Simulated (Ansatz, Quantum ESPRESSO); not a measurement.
# Au(111) with three reversed steps (a thin twin lamella): ballistic transmission, part 2 of 3

Wanted: the transmission near the Fermi level and the conductance of this junction: Au(111) with three reversed steps (a thin twin lamella).

Quantum ESPRESSO 7.5; plane-wave DFT, PBE, JTH PAW pseudopotentials; cross-check by Ansatz 0.2.0 with PAW datasets.

So far. Step 2 (SCF with pw.x): The run needed 18 iterations to bring the estimated error under 1e-07 Ry; the largest force on any atom, held or free, is 0.04 eV/Å.

## 3. Transmission with pwcond.x

Level of this step: transmission by pwcond, lead and junction from one cell; plane-wave DFT, PBE, JTH PAW pseudopotentials (Quantum ESPRESSO).

prefixt takes both regions from one run: the lead from 0 to bdl, the scattering region from bdl to bds (units of alat). ikind = 1 puts the same lead on both sides. The program's T_tot counts both spins in a run without spin; the tables below give T per spin.

Contents of cond.in:

```
&inputcond
  outdir = './out'
  prefixt = 'scf'
  tran_file = 'cond.dat'
  bdl = 2.4494897436
  bds = 12.2474487147
  ikind = 1
  ewind = 4.0
  epsproj = 1e-05
  nz1 = 7
  energy0 = 0.4
  denergy = -0.4
/
10
  0.00000000 0.00000000 0.01562500
  0.00000000 0.12500000 0.09375000
  0.00000000 0.25000000 0.09375000
  0.00000000 0.37500000 0.09375000
  0.00000000 0.50000000 0.04687500
  0.12500000 0.25000000 0.09375000
  0.12500000 0.37500000 0.18750000
  0.12500000 0.50000000 0.18750000
  0.25000000 0.50000000 0.09375000
  0.25000000 0.62500000 0.09375000
3
```

The run is started by

```sh
OMP_NUM_THREADS=1 mpirun -n 4 pwcond.x -in cond.in > cond.out
```

The program printed:

```text
[banner, memory and clock lines left out]
Program PWCOND v.7.5 starts

          URL

     ./out/scf.save/
     file Au.GGA_PBE-JTH.UPF: wavefunction(s)  6S 0S 6P 0P 5D 0D renormalized

     IMPORTANT: XC functional enforced from input :
     Exchange-correlation= PBE
                           (   1   4   3   4   0   0   0)
     Any further DFT definition will be discarded
     Please, verify this is what you really want

     Reading collected, re-writing distributed wavefunctions

===== INPUT FILE containing all the regions =====

     GEOMETRY:

     lattice parameter (alat)  =       5.5721  a.u.
     the volume                =    1834.9999 (a.u.)^3
     the cross section         =      26.8887 (a.u.)^2
     l of the unit cell        =      12.2474 (alat)
     number of atoms/cell      =           15
     number of atomic types    =            1

     crystal axes: (cart. coord. in units of alat)
               a(1) = (  1.0000  0.0000  0.0000 )
               a(2) = (  0.5000  0.8660  0.0000 )
               a(3) = (  0.0000  0.0000 12.2474 )

   Cartesian axes

     site n.     atom                  positions (alat units)
          1        Au     tau(  1)=(  0.0000  0.0000 12.2474  )
          2        Au     tau(  2)=(  0.5000  0.2887  0.8165  )
          3        Au     tau(  3)=(  1.0000  0.5774  1.6330  )
          4        Au     tau(  4)=(  0.0000  0.0000  2.4495  )
          5        Au     tau(  5)=(  0.5000  0.2887  3.2660  )
          6        Au     tau(  6)=(  1.0000  0.5774  4.0825  )
          7        Au     tau(  7)=(  0.5000  0.2887  4.8990  )
          8        Au     tau(  8)=(  0.0000  0.0000  5.7155  )
          9        Au     tau(  9)=(  1.0000  0.5774  6.5320  )
         10        Au     tau( 10)=(  0.0000  0.0000  7.3485  )
         11        Au     tau( 11)=(  0.5000  0.2887  8.1650  )
         12        Au     tau( 12)=(  1.0000  0.5774  8.9815  )
         13        Au     tau( 13)=(  0.0000  0.0000  9.7980  )
         14        Au     tau( 14)=(  0.5000  0.2887 10.6145  )
         15        Au     tau( 15)=(  1.0000  0.5774 11.4310  )

     nr1s                      =           24
     nr2s                      =           24
     nr3s                      =          300
     nr1sx                     =           24
     nr2sx                     =           24
     nr3sx                     =          300
     nr1                       =           36
     nr2                       =           36
     nr3                       =          432
     nr1x                      =           36
     nr2x                      =           36
     nr3x                      =          432

 _______________________________
  Radii of nonlocal spheres:

     type       ibeta     ang. mom.          radius (alat units)
       Au         1         0                    0.4551
       Au         2         0                    0.4551
       Au         3         1                    0.4551
       Au         4         1                    0.4551
       Au         5         2                    0.4551
       Au         6         2                    0.4551
----- General information -----

--- T calc. with identical leads (ikind=1) ---

     nrx                       =           24
     nry                       =           24
     nz1                       =            7

     energy0               =         4.0E-01
     denergy               =        -4.0E-01
     nenergy               =          3
     ecut2d                =         4.5E+01
     ewind                 =         4.0E+00
     epsproj               =         1.0E-05

     number of k_|| points=   10
                       cryst. coord.
        k(    1) = (   0.0000000   0.0000000), wk =   0.0156250
        k(    2) = (   0.0000000   0.1250000), wk =   0.0937500
        k(    3) = (   0.0000000   0.2500000), wk =   0.0937500
        k(    4) = (   0.0000000   0.3750000), wk =   0.0937500
        k(    5) = (   0.0000000   0.5000000), wk =   0.0468750
        k(    6) = (   0.1250000   0.2500000), wk =   0.0937500
        k(    7) = (   0.1250000   0.3750000), wk =   0.1875000
        k(    8) = (   0.1250000   0.5000000), wk =   0.1875000
        k(    9) = (   0.2500000   0.5000000), wk =   0.0937500
        k(   10) = (   0.2500000   0.6250000), wk =   0.0937500
----- Information about left/right lead -----

     nocros                   =           18
     noins                    =           36
     norb                     =           72
     norbf                    =          234
     nrz                      =           60

      iorb      type   ibeta   ang. mom.   m       position (alat)
        1        1       1        0        1   taunew(   1)=(  0.0000  0.0000  0.0000)
        2        1       2        0        1   taunew(   2)=(  0.0000  0.0000  0.0000)
        3        1       3        1        1   taunew(   3)=(  0.0000  0.0000  0.0000)
        4        1       3        1        2   taunew(   4)=(  0.0000  0.0000  0.0000)
        5        1       3        1        3   taunew(   5)=(  0.0000  0.0000  0.0000)
        6        1       4        1        1   taunew(   6)=(  0.0000  0.0000  0.0000)
        7        1       4        1        2   taunew(   7)=(  0.0000  0.0000  0.0000)
        8        1       4        1        3   taunew(   8)=(  0.0000  0.0000  0.0000)
        9        1       5        2        1   taunew(   9)=(  0.0000  0.0000  0.0000)
       10        1       5        2        2   taunew(  10)=(  0.0000  0.0000  0.0000)
       11        1       5        2        3   taunew(  11)=(  0.0000  0.0000  0.0000)
       12        1       5        2        4   taunew(  12)=(  0.0000  0.0000  0.0000)
       13        1       5        2        5   taunew(  13)=(  0.0000  0.0000  0.0000)
       14        1       6        2        1   taunew(  14)=(  0.0000  0.0000  0.0000)
       15        1       6        2        2   taunew(  15)=(  0.0000  0.0000  0.0000)
       16        1       6        2        3   taunew(  16)=(  0.0000  0.0000  0.0000)
       17        1       6        2        4   taunew(  17)=(  0.0000  0.0000  0.0000)
       18        1       6        2        5   taunew(  18)=(  0.0000  0.0000  0.0000)
       19        1       1        0        1   taunew(  19)=(  0.5000  0.2887  0.8165)
       20        1       2        0        1   taunew(  20)=(  0.5000  0.2887  0.8165)
       21        1       3        1        1   taunew(  21)=(  0.5000  0.2887  0.8165)
       22        1       3        1        2   taunew(  22)=(  0.5000  0.2887  0.8165)
       23        1       3        1        3   taunew(  23)=(  0.5000  0.2887  0.8165)
       24        1       4        1        1   taunew(  24)=(  0.5000  0.2887  0.8165)
[...]
170        1       4        1        3   taunew( 170)=(  0.0000  0.0000  7.3485)
      171        1       5        2        1   taunew( 171)=(  0.0000  0.0000  7.3485)
      172        1       5        2        2   taunew( 172)=(  0.0000  0.0000  7.3485)
      173        1       5        2        3   taunew( 173)=(  0.0000  0.0000  7.3485)
      174        1       5        2        4   taunew( 174)=(  0.0000  0.0000  7.3485)
      175        1       5        2        5   taunew( 175)=(  0.0000  0.0000  7.3485)
      176        1       6        2        1   taunew( 176)=(  0.0000  0.0000  7.3485)
      177        1       6        2        2   taunew( 177)=(  0.0000  0.0000  7.3485)
      178        1       6        2        3   taunew( 178)=(  0.0000  0.0000  7.3485)
      179        1       6        2        4   taunew( 179)=(  0.0000  0.0000  7.3485)
      180        1       6        2        5   taunew( 180)=(  0.0000  0.0000  7.3485)
      181        1       1        0        1   taunew( 181)=(  0.5000  0.2887  8.1650)
      182        1       2        0        1   taunew( 182)=(  0.5000  0.2887  8.1650)
      183        1       3        1        1   taunew( 183)=(  0.5000  0.2887  8.1650)
      184        1       3        1        2   taunew( 184)=(  0.5000  0.2887  8.1650)
      185        1       3        1        3   taunew( 185)=(  0.5000  0.2887  8.1650)
      186        1       4        1        1   taunew( 186)=(  0.5000  0.2887  8.1650)
      187        1       4        1        2   taunew( 187)=(  0.5000  0.2887  8.1650)
      188        1       4        1        3   taunew( 188)=(  0.5000  0.2887  8.1650)
      189        1       5        2        1   taunew( 189)=(  0.5000  0.2887  8.1650)
      190        1       5        2        2   taunew( 190)=(  0.5000  0.2887  8.1650)
      191        1       5        2        3   taunew( 191)=(  0.5000  0.2887  8.1650)
      192        1       5        2        4   taunew( 192)=(  0.5000  0.2887  8.1650)
      193        1       5        2        5   taunew( 193)=(  0.5000  0.2887  8.1650)
      194        1       6        2        1   taunew( 194)=(  0.5000  0.2887  8.1650)
      195        1       6        2        2   taunew( 195)=(  0.5000  0.2887  8.1650)
      196        1       6        2        3   taunew( 196)=(  0.5000  0.2887  8.1650)
      197        1       6        2        4   taunew( 197)=(  0.5000  0.2887  8.1650)
      198        1       6        2        5   taunew( 198)=(  0.5000  0.2887  8.1650)
      199        1       1        0        1   taunew( 199)=(  1.0000  0.5774  8.9815)
      200        1       2        0        1   taunew( 200)=(  1.0000  0.5774  8.9815)
      201        1       3        1        1   taunew( 201)=(  1.0000  0.5774  8.9815)
      202        1       3        1        2   taunew( 202)=(  1.0000  0.5774  8.9815)
      203        1       3        1        3   taunew( 203)=(  1.0000  0.5774  8.9815)
      204        1       4        1        1   taunew( 204)=(  1.0000  0.5774  8.9815)
      205        1       4        1        2   taunew( 205)=(  1.0000  0.5774  8.9815)
      206        1       4        1        3   taunew( 206)=(  1.0000  0.5774  8.9815)
      207        1       5        2        1   taunew( 207)=(  1.0000  0.5774  8.9815)
      208        1       5        2        2   taunew( 208)=(  1.0000  0.5774  8.9815)
      209        1       5        2        3   taunew( 209)=(  1.0000  0.5774  8.9815)
      210        1       5        2        4   taunew( 210)=(  1.0000  0.5774  8.9815)
      211        1       5        2        5   taunew( 211)=(  1.0000  0.5774  8.9815)
      212        1       6        2        1   taunew( 212)=(  1.0000  0.5774  8.9815)
      213        1       6        2        2   taunew( 213)=(  1.0000  0.5774  8.9815)
      214        1       6        2        3   taunew( 214)=(  1.0000  0.5774  8.9815)
      215        1       6        2        4   taunew( 215)=(  1.0000  0.5774  8.9815)
      216        1       6        2        5   taunew( 216)=(  1.0000  0.5774  8.9815)
      217        1       1        0        1   taunew( 217)=(  0.0000  0.0000  9.7980)
      218        1       2        0        1   taunew( 218)=(  0.0000  0.0000  9.7980)
      219        1       3        1        1   taunew( 219)=(  0.0000  0.0000  9.7980)
      220        1       3        1        2   taunew( 220)=(  0.0000  0.0000  9.7980)
      221        1       3        1        3   taunew( 221)=(  0.0000  0.0000  9.7980)
      222        1       4        1        1   taunew( 222)=(  0.0000  0.0000  9.7980)
      223        1       4        1        2   taunew( 223)=(  0.0000  0.0000  9.7980)
      224        1       4        1        3   taunew( 224)=(  0.0000  0.0000  9.7980)
      225        1       5        2        1   taunew( 225)=(  0.0000  0.0000  9.7980)
      226        1       5        2        2   taunew( 226)=(  0.0000  0.0000  9.7980)
      227        1       5        2        3   taunew( 227)=(  0.0000  0.0000  9.7980)
      228        1       5        2        4   taunew( 228)=(  0.0000  0.0000  9.7980)
      229        1       5        2        5   taunew( 229)=(  0.0000  0.0000  9.7980)
      230        1       6        2        1   taunew( 230)=(  0.0000  0.0000  9.7980)
      231        1       6        2        2   taunew( 231)=(  0.0000  0.0000  9.7980)
      232        1       6        2        3   taunew( 232)=(  0.0000  0.0000  9.7980)
      233        1       6        2        4   taunew( 233)=(  0.0000  0.0000  9.7980)
      234        1       6        2        5   taunew( 234)=(  0.0000  0.0000  9.7980)
 ngper, shell number =           91          12
 ngper, n2d =           91          64
---  E-Ef =    0.4000000  k =    0.0000000   0.0000000
---  ie =          1  ik =          1
 Nchannels of the left tip =            0
 Right moving states:
   k1(2pi/a)   k2(2pi/a)   E-Ef (eV)
 Left moving states:
   k1(2pi/a)   k2(2pi/a)   E-Ef (eV)

 to transmit
          E-Ef(ev), T =    0.4000000   0.0000000
---  E-Ef =    0.0000000  k =    0.0000000   0.0000000
---  ie =          2  ik =          1
 Nchannels of the left tip =            0
 Right moving states:
   k1(2pi/a)   k2(2pi/a)   E-Ef (eV)
 Left moving states:
   k1(2pi/a)   k2(2pi/a)   E-Ef (eV)

 to transmit
          E-Ef(ev), T =    0.0000000   0.0000000
---  E-Ef =   -0.4000000  k =    0.0000000   0.0000000
---  ie =          3  ik =          1
 Nchannels of the left tip =            0
 Right moving states:
   k1(2pi/a)   k2(2pi/a)   E-Ef (eV)
 Left moving states:
   k1(2pi/a)   k2(2pi/a)   E-Ef (eV)

 to transmit
          E-Ef(ev), T =   -0.4000000   0.0000000
 ngper, shell number =           93          50
 ngper, n2d =           93          66
[... further energies and points left out ...]
---  E-Ef =    0.4000000  k =    0.2500000   0.6250000
---  ie =          1  ik =         10
 Nchannels of the left tip =            0
 Right moving states:
   k1(2pi/a)   k2(2pi/a)   E-Ef (eV)
 Left moving states:
   k1(2pi/a)   k2(2pi/a)   E-Ef (eV)

 to transmit
          E-Ef(ev), T =    0.4000000   0.0000000
---  E-Ef =    0.0000000  k =    0.2500000   0.6250000
---  ie =          2  ik =         10
 Nchannels of the left tip =            0
 Right moving states:
   k1(2pi/a)   k2(2pi/a)   E-Ef (eV)
 Left moving states:
   k1(2pi/a)   k2(2pi/a)   E-Ef (eV)

 to transmit
          E-Ef(ev), T =    0.0000000   0.0000000
---  E-Ef =   -0.4000000  k =    0.2500000   0.6250000
---  ie =          3  ik =         10
 Nchannels of the left tip =            0
 Right moving states:
   k1(2pi/a)   k2(2pi/a)   E-Ef (eV)
 Left moving states:
   k1(2pi/a)   k2(2pi/a)   E-Ef (eV)

 to transmit
          E-Ef(ev), T =   -0.4000000   0.0000000
   T_tot     0.40000      0.17197E+01
   T_tot     0.00000      0.17743E+01
   T_tot    -0.40000      0.11664E+01

Note: The following floating-point exceptions are signalling: IEEE_UNDERFLOW_FLAG
Note: The following floating-point exceptions are signalling: IEEE_UNDERFLOW_FLAG
Note: The following floating-point exceptions are signalling: IEEE_UNDERFLOW_FLAG
Note: The following floating-point exceptions are signalling: IEEE_UNDERFLOW_FLAG
```

Elapsed: 42 s, on 4 MPI ranks of Arm Neoverse V2, shared host; peak memory 0.28 GiB; 2.8 min of CPU time.

This step gave:

* lead channels at the Fermi level, one spin: 0.8906
* transmission at the Fermi level, one spin: 0.8871
* conductance: 0.8871 G₀

Per spin; mean over the k mesh across the current. Table of open channels, zone mean by energy, zero at the Fermi level:

```tsv
energy (eV)	open channels, zone mean
-0.400	0.797
0.000	0.891
0.400	0.891
```

Per spin; mean over the k mesh across the current. The transmission, zone mean by energy, zero at the Fermi level:

```tsv
energy (eV)	transmission, zone mean
-0.400	0.583
0.000	0.887
0.400	0.860
```

At 0.000 eV; k in fractions of b1, b2. Transmission by k point:

```tsv
k1	k2	weight	t	channels
0	0	0.01562	0	0
0	0.125	0.09375	1	1
0	0.25	0.09375	0.9997	1
0	0.375	0.09375	1	1
0	0.5	0.04688	0.9464	1
0.125	0.25	0.09375	0.9999	1
0.125	0.375	0.1875	0.9975	1
0.125	0.5	0.1875	0.9986	1
0.25	0.5	0.09375	0.9979	1
0.25	0.625	0.09375	0	0
```

The program's own clock; routines nest. Time by routine:

```tsv
routine	wall time (s)	calls
PWCOND	41.17	1
scatter_forw	34.9	60
local	2.38	10
compbs	1.81	30
compbs_2	1.49	30
init	1.23	1
poten	0.06	1
```

At no point does T exceed the number of channels.

[end of part 2 of 3]

[Logs are printed without paths, hosts, clocks, repeated set-up lines and the standing remarks that a program may print on its own settings, such as how far it seeks lower states.]

[Hosts, paths, dates, database ids (printed as entryN), source tags and the programs' standing remarks are cut or masked in the printed files.]

[Maps of the electrostatic potential energy from Ansatz leave out the sawtooth potential of an applied field or a dipole correction, so their vacuum need not be flat; planar profiles and work functions include it.]
